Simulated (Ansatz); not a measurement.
## Σ11 (332)[1-10] symmetric tilt boundary in Li (160 atoms): a reference run and its variants

The cell holds 160 atoms: 160 Li. Its edges and angles: a = 9.928 Å, b = 11.641 Å, c = 33.127 Å, α = 90.0°, β = 90.0°, γ = 90.0°. It derives from Li (bcc). Bcc Li (a = 3.51 Å); two grains mirrored in (332), tilt axis [1-10], misorientation 129.52 deg; 2 x 2 boundary periods, 1 lattice periods a grain, two boundaries a cell, upper grain shifted by [0.214, 0.403] of the boundary cell and opened by 0.1 Å, one atom of each pair nearer than 2.493 Å removed; not relaxed, displaced by a Gaussian of 0.02 Å. Regions: lower grain, 88 atoms (88 Li); upper grain, 72 atoms (72 Li).

Geometry: as built.

Reference run: Kohn-Sham DFT, revPBE, PAW (set soft_2), plane waves (Ansatz 0.2.0), cutoff 420 eV, k-mesh 4×3×1, cold smearing of 0.15 eV.

```
r.m.s. force component                           : 0.07636 eV/Å
pressure                                         : -0.6499 GPa
spacing of highest filled and lowest empty level : 0.0037 eV
SCF cycles                                       : 9
time                                             : 15 s on 1 × NVIDIA H100 80GB HBM3 with 6 threads of AMD EPYC 7R13 (Zen 3), shared host
```

**Question.** The cell is repeated and solved at Γ. How do error, time and memory go?
- plane waves, 160 atoms (1×1×1)
- support functions, 160 atoms (1×1×1)
- plane waves, 320 atoms (2×1×1)
- support functions, 320 atoms (2×1×1)
- plane waves, 640 atoms (2×2×1)
- support functions, 640 atoms (2×2×1)
- support functions, 1440 atoms (3×3×1)
- support functions, 2560 atoms (4×4×1)

Differences are against the typed cell on a 4×3×1 mesh, which samples like Γ on 1920 atoms (r.m.s. force component 0.0764 eV/Å). Every repeated cell is solved at Γ, and forces are averaged over the copies of each atom. Hardware: 1 × NVIDIA H100 80GB HBM3 with 6 threads of AMD EPYC 7R13 (Zen 3), shared host.

| atoms | repeats | basis | Δ force, r.m.s. (meV/Å) | Δ energy (meV/atom) | less plane waves of the same size (meV/atom) | spread among copies (meV/Å) | SCF cycles | time | host memory (GiB) | planned on the GPU (GiB) |
| --- | --- | --- | --- | --- | --- | --- | --- | --- | --- | --- |
| 160 | 1×1×1 | plane waves | 28.8 | -31.3 | - | - | 9 | 4.2 s | 1.4 | 7.3 |
| 160 | 1×1×1 | support functions | 28.8 | -31.5 | -0.28 | - | 14 | 4.6 s | 1.3 | 4.9 |
| 320 | 2×1×1 | plane waves | 18.2 | 10.0 | - | 0 | 9 | 5.8 s | 1.9 | 19 |
| 320 | 2×1×1 | support functions | 18.2 | 9.79 | -0.25 | 0.007 | 15 | 8.3 s | 1.9 | 7.8 |
| 640 | 2×2×1 | plane waves | 9.46 | 0.404 | - | 0 | 8 | 15 s | 2.9 | 61 |
| 640 | 2×2×1 | support functions | 9.48 | 0.152 | -0.25 | 0.013 | 14 | 14 s | 2.9 | 14 |
| 1440 | 3×3×1 | support functions | 3.95 | 0.356 | - | 0.014 | 16 | 28 s | 5.6 | 26 |
| 2560 | 4×4×1 | support functions | 3.7 | -1.17 | - | 1.1 | 17 | 67 s | 8.7 | 49 |

Repeating the cell at Γ samples more k-points: in plane waves the energy difference from the dense mesh goes from -31.3 meV/atom at 160 atoms to 0.404 at 640, and the force difference from 29 to 9.5 meV/Å. With plane waves, the time grows as the 1.4 power of the atom count between the two largest sizes, 320 and 640 atoms. The smaller run is short enough for fixed overheads to flatten this slope. With support functions, the time grows as the 1.5 power of the atom count between the two largest sizes, 1440 and 2560 atoms. At equal size the support functions lie 0.25 to 0.28 meV/atom below plane waves, likely because their grid holds more waves than 420 eV; no run tests this. Support functions take 1.1 times the time of plane waves at 160 atoms and 0.93 times at 640, so the crossover lies within the series. Each time is a single run, so ratios and crossover are rough. The bases also began from different starting densities. At the largest size the support functions' forces differ from the reference by 4.8 % of the r.m.s. force, which holds the difference of sampling between the two as well as that of the basis.

[Logs are printed without paths, hosts, clocks, repeated set-up lines and the standing remarks that a program may print on its own settings, such as how far it seeks lower states.]

[Hosts, paths, dates, database ids (printed as entryN), source tags and the programs' standing remarks are cut or masked in the printed files.]
